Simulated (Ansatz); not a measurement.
# TlInBr6: complex band structure, part 2 of 3

Aim: relax a made-up compound, TlInBr6, and see how good a tunnel barrier it would be. It is built by putting In for Ga, Br for F in the TlGaF6 structure of space group R-3, with the volume rescaled by atomic radii. The parent structure comes from the Materials Project.

Ansatz 0.2.0; LDA DFT, plane waves, PAW files (the session's first sound run).

So far. Step 2 (Cell and atoms at rest): The largest force component on a free atom ends at 0.0033 eV/Å.

The structure was built from a prototype and need not be the compound's stable phase.

## 3. Band edges

The energy window and the wavevectors of the next steps follow from the band edges, so these are searched first, off the mesh as well.

File input.yaml:

```yaml
crystal:
  lattice:
    - [3.2807022492, 1.8941143267, 6.054298439]
    - [-3.2807022492, 1.8941143267, 6.054298439]
    - [0.0, -3.7882286535, 6.054298439]
  atoms:
    - { symbol: Tl, position: [0.0, 0.0, 0.0] }
    - { symbol: In, position: [0.5, 0.5, 0.5] }
    - { symbol: Br, position: [0.7440023011, 0.4389685001, 0.0713444853] }
    - { symbol: Br, position: [0.0713444853, 0.7440023011, 0.4389685001] }
    - { symbol: Br, position: [0.4389685001, 0.0713444853, 0.7440023011] }
    - { symbol: Br, position: [0.9286555147, 0.2559976989, 0.5610314999] }
    - { symbol: Br, position: [0.5610314999, 0.9286555147, 0.2559976989] }
    - { symbol: Br, position: [0.2559976989, 0.5610314999, 0.9286555147] }
kpoints:
  mp_grid: { grid: [4, 4, 4] }
  band_path: { path: [VBM, CBM], npoints: 30 }
scf:
  occupations: { method: fixed }
hamiltonian:
  xc: lda
output:
  eigenvalues: true
  write_potential: true
  write_density: true
  volumetric_format: npy
  elf: true
```

On the command line:

```console
> ansatz run input.yaml --threads 2 --pin off --max-ram 4096MiB --backend cpu --events-out ev --progress --plain --runs-dir out
```

Numbers of over 12 decimals in the logs are rounded to 6 here.

What it wrote:

```text
[...]
Crystal: 8 atoms, lattice volume = 225.729 Å³
Basis set: ecut = 420 eV, 4377 PW (Γ)
Bands: 42, of which v1, the nominal top of the filled ones, is band 34 counted from 1 (33 counted from 0)
Symmetry: 6 space group operations
[...]
k-points: 14 of 64
[...]
SCF iter   1: F=—  HF=-32771.346943 eV  |F-HF|=—  |Δ(HF+E_count)|=         —  Δρ=5.03e-3  dr2=3.56e-2  ethr=1.77e-3  ⟨swp⟩=5.8  Hψ=2188  notcnv=0  defer=84
[...]
SCF iter   7: F=-32771.342126 eV  HF=-32771.342126 eV  |F-HF|=4.80e-10  |Δ(HF+E_count)|=   7.84e-8  Δρ=1.46e-6  dr2=6.09e-9  ethr=1.47e-10  ⟨swp⟩=12.2  Hψ=2466  notcnv=0
SCF 1 converged in 7 iterations: F = -32771.342126 eV  dr2 = 6.09e-9
[...]
NSCF: frozen V_eff on 40 k-points
[...]
SCF converged after 7 iterations
Free energy (F): -32771.342126 eV
[...]
Internal energy: -32771.342126 eV  (E = F + TS)
E sigma→0 (E₀):  -32771.342126 eV
Fermi energy:    3.970340 eV
[...]
--- Band table (eV; the first three rows and the last of 14) ---
  k-point 0: bands = [... 30 lower, 3.6784, 3.8219, 3.8219, 3.9703, 4.4910, 7.9385, 8.7198, 9.0476, ... 4 higher]
  k-point 1: bands = [... 30 lower, 3.4269, 3.6051, 3.8007, 3.9126, 5.1962, 7.0250, 9.1872, 9.4644, ... 4 higher]
  k-point 2: bands = [... 30 lower, 3.1718, 3.3046, 3.7768, 3.8233, 5.2618, 6.3925, 10.0746, 10.1332, ... 4 higher]
  k-point 13: bands = [... 30 lower, 3.6552, 3.6552, 3.7188, 3.7188, 5.2224, 6.4251, 9.8295, 10.0463, ... 4 higher]
```

Run time: 14 s. Hardware: 2 threads of Intel Xeon 6975P-C (Granite Rapids), shared host; peak memory 0.61 GiB.

Reading the cycles: dr2 is the Hartree energy of the density residual (eV), the measure of convergence; HF is the Harris–Foulkes estimate of the energy, which meets the free energy F at convergence.

Numbers from this step:

```yaml
fermi_energy: 3.970 eV
gap_on_the_k_mesh: 0.5207 eV
gap_on_path: 0.5207 eV, by band count; negative where bands overlap
direct_gap_on_path: 0.5207 eV
edge_places_on_path: 0, 0 1/A along the path
```

Levels at VBM (eV): -6.74, -4.12, -3.91, -3.91, -3.02, -2.78, -2.58, -2.32, -2.32, -0.93, -0.93, -0.89, -0.89, -0.29, -0.29, -0.15, -0.15, 0.00, 0.52, 3.97, 4.75, 5.08, 5.08, 6.78, 7.55.

Electrostatic potential energy in the ac plane of the conventional cell at fractional y = 0.000, with atoms of Tl and In and Br within 0.2 Å of it. With pseudopotentials it is smooth inside the atoms' cores, unlike the true potential.

Ten even steps from '0' (-64 eV) to '9' (11 eV), each cell a mean:
```
346899999998889753
889999999730038988
999999999831148999
999999999998999999
999987789999999999
999720038999999999
999841148999999999
999999999999999999
999999999998899999
999999999840027999
788999999851137887
346899999999899743
347888789999999854
889840016999999998
999962137999999999
999999999999999999
999999999998889999
999999999951015999
999999999962126999
999999999999899999
999998789999999999
999950005999999999
778862126999999987
336899999999999743
```
Columns run along a (6.6 Å; values clipped at the 3rd and 97th percentile), rows up along c (18.2 Å), edges of the conventional cell, whose origin can differ from the input's. Atoms in or near the plane, at fractional coordinates: Tl at (0.00, 0.00), In at (0.00, 0.50), Br at (0.68, 0.25), Br at (0.65, 0.92), Br at (0.67, 0.58), Br at (0.35, 0.08), Br at (0.33, 0.42), Br at (0.32, 0.75).

Valence density in the ac plane of the conventional cell at fractional y = 0.000, with atoms of Tl and In and Br within 0.2 Å of it. It is the smooth field of the valence electrons, not physical close to the nuclei.

Ten steps, logarithmic in the rise over the least value, from '0' (0.01 × 1e0 e/Å³) to '9' (7.99 × 1e0 e/Å³), each cell a mean:
```
875210001234433468
332100012455554333
000000012455554210
000000111233331000
001234432100000000
012454554210000000
002455554200000000
000123321100000000
000000001234432100
000000002455554310
432100002455554334
985211101123333479
975334442100011368
323455455310001123
002355554210000000
000123322100000000
000000001134432100
000000001355455310
000000001355555310
000000111123332100
000134443110000000
012355455310000000
443355555310001234
985323332100012478
```
Columns run along a (6.6 Å), rows up along c (18.2 Å), edges of the conventional cell, whose origin can differ from the input's. Atoms in or near the plane, at fractional coordinates: Tl at (0.00, 0.00), In at (0.00, 0.50), Br at (0.68, 0.25), Br at (0.65, 0.92), Br at (0.67, 0.58), Br at (0.35, 0.08), Br at (0.33, 0.42), Br at (0.32, 0.75).

ELF in the ac plane of the conventional cell at fractional y = 0.000, with atoms of Tl and In and Br within 0.2 Å of it. It is the smooth field of the valence electrons, not physical close to the nuclei.

Ten even steps from '0' (0.01) to '9' (0.88), each cell a mean:
```
123210002588864331
221000027983378522
000000015874589620
000011111357775200
003688875200000000
027972379620000000
027985588510000000
002467753101110000
000000001367886410
000000015883379730
211100015995478522
012111111367764220
012368887310001221
124883269830000111
015896578620000000
001467753101110000
000000001368887410
000000004895259940
000000003796469840
000001111257776310
002578875210000000
014894248730000000
323686579830000123
023246775211111331
```
Columns run along a (6.6 Å), rows up along c (18.2 Å), edges of the conventional cell, whose origin can differ from the input's. Atoms in or near the plane, at fractional coordinates: Tl at (0.00, 0.00), In at (0.00, 0.50), Br at (0.68, 0.25), Br at (0.65, 0.92), Br at (0.67, 0.58), Br at (0.35, 0.08), Br at (0.33, 0.42), Br at (0.32, 0.75).

The searched edges give 0.521 eV, as on the mesh.

## 4. Complex bands

This step: LDA DFT, plane waves, PAW files; complex bands by layer matching along the plane's normal (Ansatz 0.2.0).

The same crystal is laid in a cell whose first two vectors span the (001) plane (indices of the standard conventional cell, whose axes can be ordered otherwise than in the bulk input). At fixed energy and wavevector in the plane the solver finds all kz, real and complex. A few wavevectors are listed, (0, 0) and (0.5, 0) in units of the plane's reciprocal vectors; the slowest state needn't be among them.

File input.yaml:

```yaml
crystal:
  lattice:
    - [6.561404498, 0.0, 0.0]
    - [3.280702249, 5.68234298, 0.0]
    - [3.280702249, -1.894114327, 6.054298439]
  atoms:
    - { symbol: Tl, position: [0.0, 0.0, 0.0] }
    - { symbol: In, position: [0.0, 0.5, 0.5] }
    - { symbol: Br, position: [0.1829708012, 0.5610314999, 0.7456847135] }
    - { symbol: Br, position: [0.8153467864, 0.2559976989, 0.7456847135] }
    - { symbol: Br, position: [0.5103129854, 0.9286555147, 0.7456847135] }
    - { symbol: Br, position: [0.1846532136, 0.7440023011, 0.2543152865] }
    - { symbol: Br, position: [0.4896870146, 0.0713444853, 0.2543152865] }
    - { symbol: Br, position: [0.8170291988, 0.4389685001, 0.2543152865] }
kpoints:
  mp_grid: { grid: [6, 6, 6] }
scf:
  occupations: { method: fixed }
hamiltonian:
  xc: lda
output:
  eigenvalues: true
  transmission:
    leads: [[0, 0]]
    kpoints: [[0.0, 0.0], [0.5, 0.0]]
    e_range: [-1.0, 1.52]
    de: 0.05
```

What it wrote:

```text
[...]
Crystal: 8 atoms, lattice volume = 225.729 Å³
Basis set: ecut = 420 eV, 4377 PW (Γ)
Bands: 42, of which v1, the nominal top of the filled ones, is band 34 counted from 1 (33 counted from 0)
Symmetry: 6 space group operations
[...]
k-points: 40 of 216
[...]
SCF iter   1: F=—  HF=-32771.349410 eV  |F-HF|=—  |Δ(HF+E_count)|=         —  Δρ=5.03e-3  dr2=3.56e-2  ethr=1.77e-3  ⟨swp⟩=5.7  Hψ=6310  notcnv=0  defer=240
[...]
SCF iter   7: F=-32771.344440 eV  HF=-32771.344440 eV  |F-HF|=1.81e-9  |Δ(HF+E_count)|=   8.18e-8  Δρ=1.60e-6  dr2=7.91e-9  ethr=1.47e-10  ⟨swp⟩=12.8  Hψ=7284  notcnv=0
SCF 1 converged in 7 iterations: F = -32771.344440 eV  dr2 = 7.91e-9
[...]
transmission: 11 of 22 steps passed
transmission: 22 of 22 steps passed
SCF converged after 7 iterations
Free energy (F): -32771.344440 eV
[...]
Internal energy: -32771.344440 eV  (E = F + TS)
E sigma→0 (E₀):  -32771.344440 eV
Fermi energy:    3.969999 eV
[...]
--- Band table (eV; the first three rows and the last of 40) ---
  k-point 0: bands = [... 30 lower, 3.6781, 3.8215, 3.8215, 3.9700, 4.4911, 7.9384, 8.7199, 9.0478, ... 4 higher]
  k-point 1: bands = [... 30 lower, 3.6937, 3.6937, 3.7917, 3.7917, 4.7593, 7.5265, 9.0198, 9.2168, ... 4 higher]
  k-point 2: bands = [... 30 lower, 3.6826, 3.6826, 3.7197, 3.7197, 5.0385, 6.8314, 9.4813, 9.7764, ... 4 higher]
  k-point 39: bands = [... 30 lower, 3.4085, 3.4583, 3.7239, 3.7458, 5.2507, 6.4584, 9.2638, 9.3662, ... 4 higher]
--- Transmission ---
  basis      : 313 plane waves across, 11 finite elements along
  points     : 2, as listed
  energies   : 51 from -1.000000 to 1.500000 eV about the Fermi level, 0.050000 eV apart; the leads are filled to 0.260540 eV, and channels, transmission and decay are at 0.250000 eV
  crystal 0  : Br6Tl1In1, at the sites [0, 0], period 6.0543 Å: whole cells are its period
    offset         : up to 0.0000 Å between an atom of the period and one for which it stands
    channels       : 0.000000e0 a spin
    conductance    : none, the energies end too early or step too widely for 300 K: set another output.transmission.e_range or a lower de, or, where they end at an eighth of basis.ecutwfc, a higher one
    slowest decay  : 0.0759 /Å at (0.0000, 0.0000)
```

It took 60 s on 2 threads; peak memory 1.2 GiB; 94 s of CPU time.

Numbers from this step:

| Quantity | Value |
| --- | --- |
| free energy | -32771.3444 eV |
| gap on the k-mesh | 0.5211 eV |
| level to which the leads are filled | 0.2605 eV from the Fermi level |
| decay constant at the filling level, zone centre | 0.0759 Å⁻¹ |
| decay constant at the filling level, slowest listed point | 0.0759 Å⁻¹ |

K parallel (0, 0); values up to 1.5 1/Å, a degenerate pair printed once or twice; energies at which all values exceed this have no row. Table of Im kz of the slowest decaying states by energy, zero at the highest filled level on the SCF mesh:

```csv
energy (eV),decay 1 (Å⁻¹),decay 2 (Å⁻¹),decay 3 (Å⁻¹),decay 4 (Å⁻¹)
-1.000,0.334,1.02,1.07,1.17
-0.800,0.345,0.902,1.04,1.15
-0.600,0.0540,0.352,0.744,0.997
-0.400,0.232,0.357,0.377,0.925
-0.200,0.358,0.407,0.407,0.720
0.000,0.00253,0.220,0.356,0.818
0.200,0.0729,0.262,0.352,0.892
0.400,0.0674,0.291,0.344,0.934
0.600,0.314,0.334,0.960,1.03
0.800,0.323,0.332,0.978,1.01
1.000,0.321,0.346,0.990,0.991
1.200,0.335,0.358,0.970,0.999
1.400,0.111,0.353,0.368,0.950
```

K parallel (0, 0). Re kz of states that move upwards against energy, zero at the highest filled level on the SCF mesh:

```csv
energy (eV),channel 1 (Å⁻¹),channel 2 (Å⁻¹),channel 3 (Å⁻¹),channel 4 = channel 5 (Å⁻¹)
-1.00,-0.467,-0.467,-0.313,-0.0333
-0.90,-0.429,-0.429,-0.287,-
-0.75,-0.362,-0.362,-0.248,0.0704
-0.60,-0.210,-,-,-
-0.50,-0.184,-,-,-
-0.40,-0.157,-,-,-
-0.25,-0.340,-0.340,-0.116,-
-0.10,-0.0671,-,-,-
0.00,-,-,-,-
0.10,-,-,-,-
0.25,-,-,-,-
0.40,-,-,-,-
0.50,-,-,-,-
0.60,0.0729,-,-,-
0.75,0.152,-,-,-
0.90,0.238,-,-,-
1.00,0.301,-,-,-
1.10,0.367,-,-,-
1.25,0.503,-,-,-
1.40,-,-,-,-
1.50,-,-,-,-
```

K parallel (0.5, 0); values up to 1.5 1/Å, a degenerate pair printed once or twice; energies at which all values exceed this have no row. Table of Im kz of the slowest decaying states by energy, zero at the highest filled level on the SCF mesh:

```csv
energy (eV),decay 1 (Å⁻¹),decay 2 (Å⁻¹),decay 3 (Å⁻¹),decay 4 (Å⁻¹)
-1.000,0.036,0.0967,0.197,0.327
-0.800,0.0109,0.0603,0.0947,0.213
-0.600,0.0367,0.153,0.261,1.26
-0.400,0.0508,0.139,0.267,0.279
-0.200,0.0505,0.0684,0.205,0.251
0.000,0.208,0.226,0.237,0.248
0.200,0.263,0.270,0.294,0.354
0.400,0.270,0.308,0.331,0.401
0.600,0.271,0.335,0.354,0.439
0.800,0.263,0.357,0.369,0.469
1.000,0.242,0.373,0.378,0.493
1.200,0.191,0.382,0.387,0.513
1.400,0.244,0.383,0.397,0.530
```

K parallel (0.5, 0). Re kz of states that move upwards against energy, zero at the highest filled level on the SCF mesh:

```csv
energy (eV),channel 1 (Å⁻¹),channel 2 (Å⁻¹),channel 3 (Å⁻¹),channel 4 (Å⁻¹)
-1.000,-0.308,0.0929,0.359,-
-0.800,-0.251,0.347,-,-
-0.600,-0.140,0.313,0.347,-
-0.400,-0.439,-0.0671,-,-
-0.200,0.124,-,-,-
0.000,-,-,-,-
0.200,-,-,-,-
0.400,-,-,-,-
0.600,-,-,-,-
0.800,-,-,-,-
1.000,-,-,-,-
1.200,-,-,-,-
1.400,0.437,-,-,-
```

At the listed wavevectors the last open channel is at -0.05 eV and the next at +0.55 eV on the grid. At +0.25 eV, the grid energy nearest the filling level (the middle of the gap on the SCF mesh), the slowest state at the listed wavevectors decays with κ = 0.0759 Å⁻¹, its amplitude falling by e over 13 Å. Through 1 nm of this crystal that state's transmission falls by exp(−2 × 0.0759 Å⁻¹ × 10 Å) = 0.22.

## 5. Decay over the two-dimensional zone

The listed points could miss the slowest state, so one energy near mid-gap is solved on a mesh of 8×8.

Edit input.yaml of step 4 so:

```diff
@@ -22,6 +22,2 @@
   eigenvalues: true
-  transmission:
-    leads: [[0, 0]]
-    kpoints: [[0.0, 0.0], [0.5, 0.0]]
-    e_range: [-1.0, 1.52]
-    de: 0.05
+  transmission: { leads: [[0, 0]], kmesh: [8, 8], e_range: [0.26, 0.27], de: 0.05 }
```

What it wrote:

```text
[...]
Crystal: 8 atoms, lattice volume = 225.729 Å³
Basis set: ecut = 420 eV, 4377 PW (Γ)
Bands: 42, of which v1, the nominal top of the filled ones, is band 34 counted from 1 (33 counted from 0)
Symmetry: 6 space group operations
[...]
k-points: 40 of 216
[...]
SCF iter   1: F=—  HF=-32771.349410 eV  |F-HF|=—  |Δ(HF+E_count)|=         —  Δρ=5.03e-3  dr2=3.56e-2  ethr=1.77e-3  ⟨swp⟩=5.7  Hψ=6310  notcnv=0  defer=240
[...]
SCF iter   7: F=-32771.344440 eV  HF=-32771.344440 eV  |F-HF|=1.81e-9  |Δ(HF+E_count)|=   8.18e-8  Δρ=1.60e-6  dr2=7.91e-9  ethr=1.47e-10  ⟨swp⟩=12.8  Hψ=7284  notcnv=0
SCF 1 converged in 7 iterations: F = -32771.344440 eV  dr2 = 7.91e-9
[...]
transmission: 20 of 120 steps passed
transmission: 40 of 120 steps passed
[...]
transmission: 120 of 120 steps passed
SCF converged after 7 iterations
Free energy (F): -32771.344440 eV
[...]
Internal energy: -32771.344440 eV  (E = F + TS)
E sigma→0 (E₀):  -32771.344440 eV
Fermi energy:    3.969999 eV
[...]
--- Band table (eV; the first three rows and the last of 40) ---
  k-point 0: bands = [... 30 lower, 3.6781, 3.8215, 3.8215, 3.9700, 4.4911, 7.9384, 8.7199, 9.0478, ... 4 higher]
  k-point 1: bands = [... 30 lower, 3.6937, 3.6937, 3.7917, 3.7917, 4.7593, 7.5265, 9.0198, 9.2168, ... 4 higher]
  k-point 2: bands = [... 30 lower, 3.6826, 3.6826, 3.7197, 3.7197, 5.0385, 6.8314, 9.4813, 9.7764, ... 4 higher]
  k-point 39: bands = [... 30 lower, 3.4085, 3.4583, 3.7239, 3.7458, 5.2507, 6.4584, 9.2638, 9.3662, ... 4 higher]
--- Transmission ---
  basis      : 313 plane waves across, 10 finite elements along
  points     : 12, standing for a mesh of 8 x 8
  energies   : 1 from 0.260000 to 0.260000 eV about the Fermi level; the leads are filled to 0.260540 eV, and channels, transmission and decay are at 0.260000 eV
  crystal 0  : Br6Tl1In1, at the sites [0, 0], period 6.0543 Å: whole cells are its period
[...]
channels       : 0.000000e0 a spin
    conductance    : none, crystal 0 has no channel at the energies, or these end too early or step too widely for 300 K: set another output.transmission.e_range or a lower de, or, where they end at an eighth of basis.ecutwfc, a higher one
    slowest decay  : 0.0762 /Å at (0.0000, 0.0000)
```

It took 27 s on 2 threads; peak memory 1.3 GiB; 53 s of CPU time.

This step gave:

- least decay constant on the mesh: 0.0762 Å⁻¹

Slowest decay constant (1/Å; 0 where a channel is open) over k1 and k2. At 0.2600 eV from the Fermi level.

Ten even steps from '_' (0.076) to '@' (0.266):
```
@@@@@@@@@@@@@@@@
@@@@@@@@%%**%%@@
@@@@@@**----**@@
@@@@%%--__--%%@@
@@@@**----**@@@@
@@@@%%**%%@@@@@@
@@@@@@@@@@@@@@@@
@@@@@@@@@@@@@@@@
```
Columns: k1 (b1) from -0.5 to 0.375; rows upwards: k2 (b2) from -0.5 to 0.375.

The least value on the mesh is 0.0762 Å⁻¹ at +0.26 eV. At that energy the listed points give about 0.0760 Å⁻¹ by interpolation, so the mesh holds no clearly slower state.

## 6. Band edges at another level, cutoff 500 eV

This step: r2SCAN DFT, plane waves, PAW files (Ansatz 0.2.0).

The edges again with r2SCAN, at the same atoms. Against that run the cutoff is 500 eV against 420.

File input.yaml:

```yaml
crystal:
  lattice:
    - [3.2807022492, 1.8941143267, 6.054298439]
    - [-3.2807022492, 1.8941143267, 6.054298439]
    - [0.0, -3.7882286535, 6.054298439]
  atoms:
    - { symbol: Tl, position: [0.0, 0.0, 0.0] }
    - { symbol: In, position: [0.5, 0.5, 0.5] }
    - { symbol: Br, position: [0.7440023011, 0.4389685001, 0.0713444853] }
    - { symbol: Br, position: [0.0713444853, 0.7440023011, 0.4389685001] }
    - { symbol: Br, position: [0.4389685001, 0.0713444853, 0.7440023011] }
    - { symbol: Br, position: [0.9286555147, 0.2559976989, 0.5610314999] }
    - { symbol: Br, position: [0.5610314999, 0.9286555147, 0.2559976989] }
    - { symbol: Br, position: [0.2559976989, 0.5610314999, 0.9286555147] }
kpoints:
  mp_grid: { grid: [4, 4, 4] }
  band_path: { path: [VBM, CBM], npoints: 30 }
scf:
  occupations: { method: fixed }
hamiltonian:
  xc: r2scan
output:
  eigenvalues: true
```

What it wrote:

```text
[...]
Crystal: 8 atoms, lattice volume = 225.729 Å³
Basis set: ecut = 500 eV, 5711 PW (Γ), exchange–correlation on 216×216×216 points (64 copies of the dense FFT grid, shifted against one another)
Bands: 42, of which v1, the nominal top of the filled ones, is band 34 counted from 1 (33 counted from 0)
Symmetry: 6 space group operations
[...]
k-points: 14 of 64
[...]
SCF iter   1: F=—  HF=-33833.222358 eV  |F-HF|=—  |Δ(HF+E_count)|=         —  Δρ=6.68e-3  dr2=9.38e-2  dr2_τ=4.99e-2  ethr=1.77e-3  ⟨swp⟩=5.9  Hψ=2138  notcnv=0  defer=84
[...]
SCF iter   6: F=-33833.238622 eV  HF=-33833.238622 eV  |F-HF|=5.48e-8  |Δ(HF+E_count)|=   6.41e-7  Δρ=6.14e-6  dr2=7.99e-8  dr2_τ=6.70e-9  ethr=1.47e-10  ⟨swp⟩=12.3  Hψ=3450  notcnv=0
SCF 1 converged in 6 iterations: F = -33833.238622 eV  dr2 = 7.99e-8
[...]
SCF converged after 6 iterations
Free energy (F): -33833.238622 eV
[...]
Internal energy: -33833.238622 eV  (E = F + TS)
E sigma→0 (E₀):  -33833.238622 eV
Fermi energy:    3.864733 eV
[...]
--- Band table (eV; the first three rows and the last of 14) ---
  k-point 0: bands = [... 30 lower, 3.5765, 3.7136, 3.7136, 3.8647, 4.8508, 8.4567, 9.4914, 9.7483, ... 4 higher]
  k-point 1: bands = [... 30 lower, 3.3257, 3.5088, 3.6940, 3.8070, 5.4513, 7.5661, 9.9388, 10.2029, ... 4 higher]
  k-point 2: bands = [... 30 lower, 3.0713, 3.2116, 3.6706, 3.7162, 5.5317, 6.9317, 10.7909, 10.8333, ... 4 higher]
  k-point 13: bands = [... 30 lower, 3.5508, 3.5508, 3.6173, 3.6173, 5.5339, 7.0042, 10.5755, 10.8317, ... 4 higher]
```

The job ended after 24 s (2 threads; peak memory 1.1 GiB; 47 s of CPU time).

Numbers from this step:

```
free energy        : -33833.2386 eV
Fermi energy       : 3.865 eV
gap on the k-mesh  : 0.9860 eV
gap on path        : 0.9860 eV, by band count; negative where bands overlap
direct gap on path : 0.9860 eV
```

Levels at VBM (eV): -6.64, -3.89, -3.89, -3.89, -3.01, -2.74, -2.55, -2.29, -2.29, -0.94, -0.94, -0.86, -0.86, -0.29, -0.29, -0.15, -0.15, 0.00, 0.99, 4.59, 5.63, 5.88, 5.88, 7.80.

The searched edges give 0.986 eV, as on the mesh.

Between step 3 and this run (r2SCAN and cutoff 500 eV) the value for the gap on the k-mesh moves from 0.521 eV to 0.986 eV.

(Part 2 of 3 ends here.)

[Logs are printed without paths, hosts, clocks, repeated set-up lines and the standing remarks that a program may print on its own settings, such as how far it seeks lower states.]

[Hosts, paths, dates, database ids (printed as entryN), source tags and the programs' standing remarks are cut or masked in the printed files.]
